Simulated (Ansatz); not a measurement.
# Be2N (built on the sites of a database entry of Ba2N): phonons and vibrational spectra

Aim: the phonons of Be2N (built on the sites of a database entry of Ba2N) at a cell relaxed beforehand at this level. After the zone centre comes a 4×4×4 q mesh on a 20×20×20 k mesh.

Program: Ansatz 0.2.0. Level of theory: DFT PBEsol, scalar-relativistic, plane waves, PAW. Results are calculated unless marked as measured.

The structure was built from a prototype and need not be the compound's stable phase.

**1. The structure**

Symmetry: R-3m, No. 166, trigonal system. Conventional cell: a = 2.648 Å, b = 2.648 Å, c = 12.048 Å, α = 90.00°, β = 90.00°, γ = 120.00°. Nearest to Be lie 3 N at 1.72 Å. Nearest to N lie 6 Be at 1.72 Å. Farther neighbours and most contacts between anions are not listed.

**2. Modes at Γ**

The cell comes from relaxations at this level that are not shown. The zone centre comes first: it holds the modes that light can see, as far as symmetry allows. No field response is asked, since the mesh shows no gap.

File input.yaml:

```yaml
crystal:
  lattice:
    - [1.3238019118, 0.7642973901, 4.0160918286]
    - [-1.3238019118, 0.7642973901, 4.0160918286]
    - [0.0, -1.5285947803, 4.0160918286]
  atoms:
    - { symbol: Be, position: [0.2672013696, 0.2672013696, 0.2672013696] }
    - { symbol: Be, position: [0.7327986304, 0.7327986304, 0.7327986304] }
    - { symbol: "N", position: [0.0, 0.0, 0.0] }
kpoints:
  mp_grid: { grid: [18, 18, 18] }
hamiltonian:
  xc: pbesol
scf:
  occupations: { method: methfessel_paxton, width: 0.15 }
output:
  eigenvalues: true
phonons:
  method: dfpt
```

Launch:

```sh
ansatz run input.yaml --threads 8 --pin off --max-ram 14336MiB --backend cpu --events-out ev --progress --plain --runs-dir out
```

Numbers of over 12 decimals in the logs are rounded to 6 here.

The program printed:

```text
Engine: ansatz 0.2.0, x86_64-unknown-linux-gnu
Pseudopotentials: kind: paw
Pseudopotential: Be, paw, valence charge 2, recommended cutoff 420 eV (normal), Be.paw.azcp
Pseudopotential: N, paw, valence charge 5, recommended cutoff 420 eV (normal), N.paw.azcp
Functional definition: PBEsol
  exchange = pbesol_x
  correlation = pbesol_c
Crystal: 3 atoms, lattice volume = 24.380 Å³
Basis set: ecut = 420 eV, 481 PW (Γ), exchange–correlation on 60×60×60 points (8 copies of the dense FFT grid, shifted against one another)
Bands: 9, of which v1, the nominal top of the filled ones, is band 5 counted from 1 (4 counted from 0)
Symmetry: 12 space group operations
k-points: 1550 of 5832 (irreducible under 2 space group operations, time reversal used)
Non-local potential: Be, projectors of the file, l = 0: 2, l = 1: 2, l = 2: 1
Non-local potential: N, projectors of the file, l = 0: 2, l = 1: 2, l = 2: 1
PAW form: soft (Blöchl's): semilocal exchange-correlation on the pseudo side does not see the compensation charge
PAW frozen core: Be, regenerated for the run's functional, and the local potential with it (the file was generated under x = pbe(κ = 0.804, μ = 0.219515), c = pbe(β = 0.066725))
PAW frozen core: N, regenerated for the run's functional, and the local potential with it (the file was generated under x = pbe(κ = 0.804, μ = 0.219515), c = pbe(β = 0.066725))
PAW one-centre angular grid: Be, 110 points (default); XC on 64 Gauss nodes
PAW one-centre angular grid: N, 110 points (default); XC on 64 Gauss nodes
Initial density: superposition of atomic densities (neutral atoms: chi_scale 0, normalization atom), corrected by the library's trained network
Initial wavefunctions: pseudopotential atomic-orbital guess
Functional: x = pbesol(κ = 0.804, μ = 0.123457), c = pbesol(β = 0.046)
SCF iter   1: F=—  HF=-560.639071 eV  |F-HF|=—  |Δ(HF+E_count)|=         —  Δρ=1.47e-2  dr2=5.05e-2  ethr=1.77e-3  ⟨swp⟩=5.1  Hψ=101752  notcnv=0
preconditioner: auto → none  [metal: Δε(μ)=0.015 eV  Ē_g=14.606 eV  σ=0.150 eV  W_gap=0.09  n_scr=2 (ndim 8)  ℏωp=22.6 eV  f_vac=0.000  D(μ)=0.71/eV (n_scr^D=2)  sad-step TF]
SCF iter   2: F=—  HF=-560.624953 eV  |F-HF|=—  |Δ(HF+E_count)|=   1.41e-2  S|Δr|=    0.00e0  Δρ=3.17e-3  dr2=2.13e-3  ethr=5.61e-4  ⟨swp⟩=1.0  Hψ=26423  notcnv=0
SCF iter   3: F=—  HF=-560.624045 eV  |F-HF|=—  |Δ(HF+E_count)|=   9.08e-4  S|Δr|=    0.00e0  Δρ=1.11e-3  dr2=1.38e-4  ethr=2.37e-5  ⟨swp⟩=2.3  Hψ=19071  notcnv=0
SCF iter   4: F=—  HF=-560.623952 eV  |F-HF|=—  |Δ(HF+E_count)|=   9.27e-5  S|Δr|=    0.00e0  Δρ=1.06e-4  dr2=2.76e-6  ethr=1.53e-6  ⟨swp⟩=2.0  Hψ=20591  notcnv=0
SCF iter   5: F=—  HF=-560.623952 eV  |F-HF|=—  |Δ(HF+E_count)|=   8.16e-7  S|Δr|=    0.00e0  Δρ=1.24e-5  dr2=2.39e-8  ethr=3.06e-8  ⟨swp⟩=2.6  Hψ=20127  notcnv=0
SCF iter   6: F=—  HF=-560.623951 eV  |F-HF|=—  |Δ(HF+E_count)|=   1.30e-7  S|Δr|=    0.00e0  Δρ=1.11e-6  dr2=1.30e-10  ethr=2.65e-10  ⟨swp⟩=2.2  Hψ=20680  notcnv=0
SCF iter   7: F=-560.623951 eV  HF=-560.623951 eV  |F-HF|=2.27e-12  |Δ(HF+E_count)|=  3.80e-11  S|Δr|=    0.00e0  Δρ=1.51e-7  dr2=3.35e-12  ethr=1.00e-12  ⟨swp⟩=5.7  Hψ=52502  notcnv=0
SCF 1 converged in 7 iterations: F = -560.623951 eV  dr2 = 3.35e-12
  greatest PAW one-centre occupation: 0.791 electrons in one spin orbital (limit 2), on the N atom at site 2 (counted from 0), in its partial waves of l = 0
DFPT response loops at Γ: preconditioner auto → Kerker (q_TF=auto, 2.311 Å⁻¹) (partly filled bands, converged f_vac=0.000); β = 1.00, the filter's whole step (`scf.mixing.beta` (0.50) is not read by the response loops under this deck's `scf.mixing.preconditioner`; to damp them name `kerker` or `kerker_dos`, under which they read `scf.mixing.beta`, and type it under 1.00, their step now; both keys bind the ground state too); Broyden in place of MSR1
SCF converged after 7 iterations
Stability not checked: this state was not tested for a lower state beside it, because cold or Methfessel-Paxton smearing, or corrected tetrahedra, fill the levels in a way that the test cannot read (fill_not_monotonic; see scf.lower_state_search)
Free energy (F): -560.623951 eV
Harris-Foulkes:  -560.623951 eV  (|F-HF|=2.27e-12)
Internal energy: -560.623698 eV  (E = F + TS)
E sigma→0 (E₀):  -560.623888 eV
Entropy (-TS):   -0.000254 eV (-0.085 meV/atom)
Fermi energy:    8.373308 eV
--- Per-component energies (eV) ---
  E_band       = 1.735507
  E_kinetic    = 175.741346
  E_local      = -314.258566  (includes V_loc(G=0)·N_el)
  E_nonlocal   = 54.353339
  E_hartree    = 113.269854
  E_xc         = -99.295878
  E_vxc        = -118.373014  (∫ρ·V_xc dr)
  E_paw        = -237.227325  (= ΣΔE_a)
  E_vpaw       = -22.267438  (= ΣTr[D̂ρ^β])
  E_aug_tail   = 0.000104  (compensation charges beyond the density's cutoff)
  E_ewald      = -253.253732
  E_core_change = 0.047161  (= ΣΔE_core)
  E_smearing   = -0.000254  (= −TS)
  E_closure    = -0.000000  (closes the sum)
  Σ components = -560.623951   (vs F -560.623951, Δ=0.00e0)
--- Band table (eV; the first three rows and the last of 1550) ---
  k-point 0: bands = ["-10.4944", "1.6410", "3.2777", "6.0415", "6.0415", "16.0699", "16.2225", "16.5181", "16.5181"]
  k-point 1: bands = ["-10.4416", "1.6457", "3.3913", "5.7572", "5.9432", "16.0507", "16.2395", "16.5841", "16.6610"]
  k-point 2: bands = ["-10.2842", "1.6698", "3.7178", "4.9988", "5.6763", "15.6840", "16.4320", "16.7916", "17.0264"]
  k-point 1549: bands = ["-10.3714", "-0.8917", "6.0098", "6.0098", "8.5725", "12.9317", "16.2086", "16.7115", "16.7115"]
--- Phonons (Γ-DFPT): 4 representative perturbations + reference, on 1550 of 5832 k-points (Σ response iterations 13) ---
  k mesh reduced under 2 symmetry operations, with k and −k counted as one. Each operation leaves every solved perturbation unchanged. A smaller set is not used because it would not reduce the number of displacements times k-points to solve
  ASR residual: 1.742e-4 → 0.000e0 eV/Å²; symmetrization residual: 2.322e-6 eV/Å²
  ASR residual per site (eV/Å²): 6.00e-5 6.00e-5 1.74e-4
  Γ frequencies (cm⁻¹): 0.00 0.00 0.00 526.71 526.71 565.13 719.19 719.19 778.68
  non-analytic LO–TO correction: not included (Born effective charges unavailable; polar crystals: no LO–TO splitting at Γ)
```

Wall time 22 s (8 threads of Intel Xeon Platinum 8488C (Sapphire Rapids), shared host); peak memory 1.4 GiB.

Reading the cycles: dr2 is the Hartree energy of the density residual (eV), the measure of convergence; HF is the Harris–Foulkes estimate of the energy, which meets the free energy F at convergence.

This step gave:

| Property | Result |
| --- | --- |
| volume per atom | 8.127 Å³ |
| gap on the k-mesh | 0 eV |
| sum-rule residual before enforcement | 1.74e-4 eV/Å² |
| point group | -3m |
| highest optical mode at the zone centre (no LO-TO term) | 778.7 cm⁻¹ |
| lowest optical zone-centre mode | 526.7 cm⁻¹ |

Patterns of degenerate modes are one choice out of their space. Modes at Γ, with each element's share of the kinetic energy:

```csv
mode,frequency (cm⁻¹),symmetry,Be %,N %
1,0.0,acoustic,56,44
2,0.0,acoustic,56,44
3,0.0,acoustic,56,44
4,526.7,Eg,100,0
5,526.7,Eg,100,0
6,565.1,A2u,44,56
7,719.2,Eu,44,56
8,719.2,Eu,44,56
9,778.7,A1g,100,0
```

Displacements in mode 5 (526.7 cm⁻¹), the largest set to 1:
```
Be1  0.00  1.00  0.00
Be2  0.00 -1.00  0.00
N3   0.00  0.00  0.00
```

Displacements in mode 9 (778.7 cm⁻¹), the largest set to 1:
```
Be1  0.00  0.00  1.00
Be2  0.00  0.00 -1.00
N3   0.00  0.00  0.00
```

Before it was imposed, the acoustic sum rule was missed by 1.7e-4 eV/Å². Small misses are needed for a sound result but don't prove that mesh and cutoff are converged. The lowest optical mode is real, 527 cm⁻¹.

**3. Phonons on a q mesh**

Stability and thermal properties need the whole zone. Linear response on a 4×4×4 q mesh gives force constants as far as a supercell of that size would.

input.yaml, the sections that differ from step 2:

```yaml
kpoints:
  mp_grid: { grid: [20, 20, 20] }
phonons:
  method: dfpt
  qmesh: [4, 4, 4]
  temperatures: { t_max: 1000, t_step: 50 }
  qpath:
    path:
      - [[0.0, 0.0, 0.0], [0.5, 0.5, 0.5], [0.80918839, 0.19081161, 0.5]]
      - [[0.5, -0.19081161, 0.19081161], [0.5, 0.0, 0.0], [0.0, 0.0, 0.0], [0.34540581, -0.34540581, 0.0]]
      - [[0.65459419, 0.0, 0.34540581], [0.5, 0.0, 0.5], [0.0, 0.0, 0.0]]
    npoints: 10
# crystal, hamiltonian, scf, output: as in step 2
```

The program printed:

```text
[...]
Crystal: 3 atoms, lattice volume = 24.380 Å³
Basis set: ecut = 420 eV, 481 PW (Γ), exchange–correlation on 60×60×60 points (8 copies of the dense FFT grid, shifted against one another)
Bands: 9, of which v1, the nominal top of the filled ones, is band 5 counted from 1 (4 counted from 0)
Symmetry: 12 space group operations
k-points: 781 of 8000
[...]
SCF iter   1: F=—  HF=-560.639848 eV  |F-HF|=—  |Δ(HF+E_count)|=         —  Δρ=1.48e-2  dr2=5.08e-2  ethr=1.77e-3  ⟨swp⟩=5.1  Hψ=51209  notcnv=0
[...]
SCF iter   7: F=-560.624578 eV  HF=-560.624578 eV  |F-HF|=2.27e-12  |Δ(HF+E_count)|=  4.01e-11  S|Δr|=    0.00e0  Δρ=1.38e-7  dr2=2.86e-12  ethr=1.00e-12  ⟨swp⟩=5.6  Hψ=26246  notcnv=0
SCF 1 converged in 7 iterations: F = -560.624578 eV  dr2 = 2.86e-12
[...]
phonons: the bands overlap, so this run is a metal and interpolates without the dipole-dipole term. If the crystal is really an insulator or semiconductor, its LO-TO splitting is missing
NSCF: frozen V_eff on 781 k-points
[...]
DFPT response loops at q = (0, 0, 0) (fractional): preconditioner auto → Kerker (q_TF=auto, 2.311 Å⁻¹) (partly filled bands, converged f_vac=0.000); β = 1.00, the filter's whole step (`scf.mixing.beta` (0.50) is not read by the response loops under this deck's `scf.mixing.preconditioner`; to damp them name `kerker` or `kerker_dos`, under which they read `scf.mixing.beta`, and type it under 1.00, their step now; both keys bind the ground state too); Broyden in place of MSR1
[...]
SCF converged after 7 iterations
[...]
Free energy (F): -560.624578 eV
[...]
Internal energy: -560.624756 eV  (E = F + TS)
E sigma→0 (E₀):  -560.624623 eV
Entropy (-TS):   0.000177 eV (0.059 meV/atom)
Fermi energy:    8.369786 eV
[...]
--- Band table (eV; the first three rows and the last of 781) ---
[...]
--- Phonons (Γ-DFPT): 4 representative perturbations + reference (Σ response iterations 12) ---
  ASR residual: 1.665e-4 → 0.000e0 eV/Å²; symmetrization residual: 3.700e-7 eV/Å²
  ASR residual per site (eV/Å²): 6.02e-5 6.02e-5 1.66e-4
  Γ frequencies (cm⁻¹): 0.00 0.00 0.00 526.80 526.80 564.85 719.39 719.39 780.32
--- Phonons (arbitrary-q DFPT): 13 irreducible q on the 4×4×4 mesh ---
  q = [0.0000, 0.0000, 0.0000] (star 1, of the zone-centre solve; hermiticity 4.93e-8, symmetrization 9.17e-12): -0.00 -0.00 0.00 526.80 526.80 564.85 719.39 719.39 780.32
  q = [0.0000, 0.0000, 0.2500] (star 6, 6 solved perturbations on 4200 of 8000 k-point pairs; hermiticity 3.91e-8, symmetrization 5.20e-15): -172.24 288.87 303.24 491.20 521.87 584.42 605.71 728.65 847.08
[...]
q = [0.0000, 0.2500, 0.2500] (star 6, 4 solved perturbations in 24400 linear systems a pass and spin channel, the states on 8000 of 8000 k-point pairs; hermiticity 9.85e-8, symmetrization 6.67e-11): -148.94 283.35 311.89 442.53 484.77 596.39 622.85 732.05 834.68
[...]
sum rule: each row above includes the acoustic sum rule's correction from the zone centre's row sums; it moved no ω² by more than (1.80 cm⁻¹)²
  mesh force constants: q→R imaginary residual 1.59e-18; ASR residual 1.665e-4 → 0.000e0 eV/Å²; symmetrization residual 3.553e-15 eV/Å²
  interpolated dispersion: 73 rows × 9 modes
  density of states and harmonic sums: on the 28×28×28 q-mesh, interpolated from the force constants of a 4×4×4 supercell (no non-analytic term)
  largest difference from the sums on the solved wave vectors: F 6.08e-3 eV, S 1.06e-5 and C_V 4.51e-6 eV/K
  zero-point energy: 0.275052 eV/cell   skipped modes (ω ≤ 0): 1627, of them read as no rigid motion or as one in doubt: 1624 (8.069e-1 modes/cell left out, lowest -309.50 cm⁻¹)   left out of the sums: 8.97e-2 of the cell's modes: C_V's classical limit lies that fraction below 3 k_B per atom; for a crystal, a wire or a layer, F and S can be off by more, and a phonons.interpolated_qmesh denser along its periods is the remedy for the sampling
```

Elapsed: 12 min, on 8 threads; peak memory 4.5 GiB.

This step gave:

| Quantity | Value |
| --- | --- |
| sum-rule residual before enforcement | 1.66e-4 eV/Å² |
| lowest frequency on the path | -309.8 cm⁻¹ |
| highest frequency on the path or at a solved wavevector | 879.0 cm⁻¹ |
| highest optical mode at the zone centre (no LO-TO term) | 780.3 cm⁻¹ |
| lowest optical zone-centre mode | 526.8 cm⁻¹ |
| lowest mode on the q mesh (acoustic modes at Γ apart) | -296.9 cm⁻¹ |

Frequencies (cm⁻¹) solved at each irreducible wavevector; negative means imaginary. Frequencies by wavevector, by row:

```csv
q in reciprocal lattice units,star,mode 1,mode 2,mode 3,mode 4,mode 5,mode 6,mode 7,mode 8,mode 9
0 0 0,1,0,0,0,526.8,526.8,564.9,719.4,719.4,780.3
0 0 0.25,6,-172.2,288.9,303.2,491.2,521.9,584.4,605.7,728.6,847.1
0 0 -0.5,3,-296.9,296.4,417.3,424,510.9,614.6,735.9,736.5,820.1
0 0.25 0.25,6,-148.9,283.4,311.9,442.5,484.8,596.4,622.9,732,834.7
0 0.25 -0.5,12,-286.7,306.8,352.1,493.3,531,598.3,652.5,766.7,819.5
0 0.25 -0.25,6,-266.4,288.2,411.2,500.2,537.6,605.6,673.3,763,805.1
0 -0.5 -0.5,3,-279.1,371.6,388.3,403.8,452.5,581.8,639.4,737.7,830.7
0.25 0.25 0.25,2,-27.7,-27.7,127.2,452.8,524.4,524.4,719.7,719.7,773.9
0.25 0.25 -0.5,6,87.2,259,273.7,441,499.9,572,636.7,729.6,879
0.25 0.25 -0.25,6,-229.8,343.4,389.2,444.1,478.9,619.1,681,736.3,843.6
0.25 -0.5 -0.5,6,150.1,264.8,311.3,383.7,492.1,580.4,641.1,732.6,869.3
0.25 -0.5 -0.25,6,-122.4,316.1,396,451,549.3,593.4,639.9,771.5,848.5
-0.5 -0.5 -0.5,1,31.1,31.1,182.9,358.9,521.5,521.5,720.6,720.6,765.6
```

Interpolated from a 4×4×4 q mesh. The phonon branches at the labelled points (cm⁻¹):

```csv
point,branch 1,branch 2,branch 3,branch 4,branch 5,branch 6,branch 7,branch 8,branch 9
Γ,0,0,0,527,527,565,719,719,780
halfway,-28,-28,127,453,524,524,720,720,774
T,31,31,183,359,522,522,721,721,766
halfway,182,264,350,390,501,584,640,746,877
H2,-250,338,369,499,582,588,635,789,812
jump to H0,-250,338,369,499,582,588,635,789,812
halfway,-310,313,368,517,535,595,697,757,811
L,-297,296,417,424,511,615,736,736,820
halfway,-172,289,303,491,522,584,606,729,847
Γ,0,0,0,527,527,565,719,719,780
halfway,-205,293,356,498,521,599,621,744,827
S0,-292,330,379,500,572,599,639,796,799
jump to S2,-292,330,379,500,572,599,639,796,799
halfway,-282,354,364,450,508,599,629,764,821
F,-279,372,388,404,452,582,639,738,831
halfway,-149,283,312,442,485,596,623,732,835
Γ,0,0,0,527,527,565,719,719,780
```

The phonon branches as a text plot (rows in cm⁻¹; labels by their first letter):

```
    852 |        *******       ******     **          ********
    803 |*     **      ********      *****  **********        ***
    753 | *****  ******   *********       *******   **********
    704 |********         ***  *   *******                    ***
    654 |        *********      **   *   *   ******  ******   **
    605 |          ******************     ********************
    555 |*      ***   ** ***       *******    ******         ****
    506 |*************  ** ***************************      *****
    456 |  *          **    *  ***                  **********
    407 |   *      *****    ***              *****    ******
    358 |    **** **    ****   **           *     *********
    308 |        **  ***  *****  ***      *** *****       ****
    259 |          **          **  **        *              ***
    209 |      ****                 **   **                    *
    160 |   ***    **                    *                    *
    110 |  *   **    *               ** *                      **
     61 | *    *                      * *                       *
     12 |*  ***                        *
    -38 | **                          * *                       *
    -87 |                           **   *                    **
   -137 |             *            *      *                 **
   -186 |              *         **        **              *
   -236 |                       *            *           **
   -285 |               ********              ***********
         Γ    T        H|H    L        Γ         S|S   F        Γ
```

The phonon density of states has structure finer than the step of the table below, so its rows give means over 50 cm⁻¹, whole bins alone (the curve runs from -315 to 895 cm⁻¹). Peaks (cm⁻¹: height): -275.0: 0.00678, 315.0: 0.0169, 505.0: 0.0261, 595.0: 0.0305, 635.0: 0.0216, 735.0: 0.0337, 825.0: 0.0183.

Tetrahedra on a 28×28×28 mesh, mean over bins of 10 cm-1. Interpolated from a 4×4×4 q mesh. The phonon density of states by wavenumber; means over each step:

wavenumber (cm⁻¹), phonon density of states (1/cm⁻¹/cell) and a bar:
```
     -250     0.0059 ########
     -200     0.0030 ####
     -150     0.0019 ##
     -100     0.0012 #
      -50     0.0006 
        0     0.0005 
       50     0.0008 
      100     0.0016 ##
      150     0.0025 ###
      200     0.0026 ###
      250     0.0047 ######
      300     0.0143 #####################
      350     0.0118 #################
      400     0.0102 ###############
      450     0.0098 ##############
      500     0.0201 ##############################
      550     0.0088 #############
      600     0.0183 ###########################
      650     0.0142 #####################
      700     0.0053 #######
      750     0.0174 ##########################
      800     0.0084 ############
      850     0.0117 #################
```

The partial phonon density of states has structure finer than the step of the table below, so its rows give means over 25 cm⁻¹, whole bins alone (the curve runs from -319 to 928 cm⁻¹). Peaks (cm⁻¹: height): Be 308.5: 0.0146, 504.5: 0.0201, 598.5: 0.0183, 637.7: 0.0158, 739.6: 0.00974, 833.7: 0.00479; N -271.5: 0.0042, 512.3: 0.0035, 598.5: 0.0052, 739.6: 0.0147, 825.8: 0.0127.

Phonopy on the run's constants, 21x21x21 mesh, Gaussian sigma 8.9 cm-1. Interpolated from a 4×4×4 q mesh. Partial phonon density of states against wavenumber; means over each step; values in 1/cm⁻¹/cell:

```csv
wavenumber (cm⁻¹),Be,N
-300,0.00118,0.00200
-275,0.00215,0.00402
-250,0.00210,0.00388
-225,0.00155,0.00277
-200,0.00108,0.00188
-175,8.9e-4,0.00151
-150,7.5e-4,0.00123
-125,6.0e-4,9.2e-4
-100,5.3e-4,8.1e-4
-75,4.1e-4,6.0e-4
-50,2.8e-4,3.9e-4
-25,1.7e-4,1.9e-4
0,8.4e-5,8.6e-5
25,1.7e-4,2.0e-4
50,3.6e-4,4.6e-4
75,6.1e-4,7.3e-4
100,8.9e-4,9.4e-4
125,7.8e-4,9.3e-4
150,0.00134,0.00130
175,0.00178,0.00143
200,0.00137,9.1e-4
225,0.00152,8.1e-4
250,0.00347,9.1e-4
275,0.00859,0.00102
300,0.0136,0.00135
325,0.0120,0.00167
350,0.00927,0.00224
375,0.0101,0.00217
400,0.00883,0.00163
425,0.00632,0.00133
450,0.00779,0.00184
475,0.0117,0.00235
500,0.0183,0.00310
525,0.0137,0.00279
550,0.00636,0.00152
575,0.00905,0.00286
600,0.0163,0.00464
625,0.0135,0.00316
650,0.0127,0.00210
675,0.00651,9.4e-4
700,0.00367,0.00104
725,0.00703,0.00859
750,0.00659,0.0112
775,0.00218,0.00475
800,0.00189,0.00546
825,0.00401,0.0115
850,0.00360,0.00756
875,0.00188,0.00362
900,2.9e-4,5.4e-4
```

Symmetry leaves 13 wavevectors to solve. The lowest mode among them, the acoustic zeros apart, lies at q = (0, 0, -0.5) and is imaginary, 296.9i cm⁻¹, so the energy falls along it. Between them the interpolated path dips to 310i cm⁻¹.

(Part 1 of 2 ends here.)

[Logs are printed without paths, hosts, clocks, repeated set-up lines and the standing remarks that a program may print on its own settings, such as how far it seeks lower states.]

[Hosts, paths, dates, database ids (printed as entryN), source tags and the programs' standing remarks are cut or masked in the printed files.]
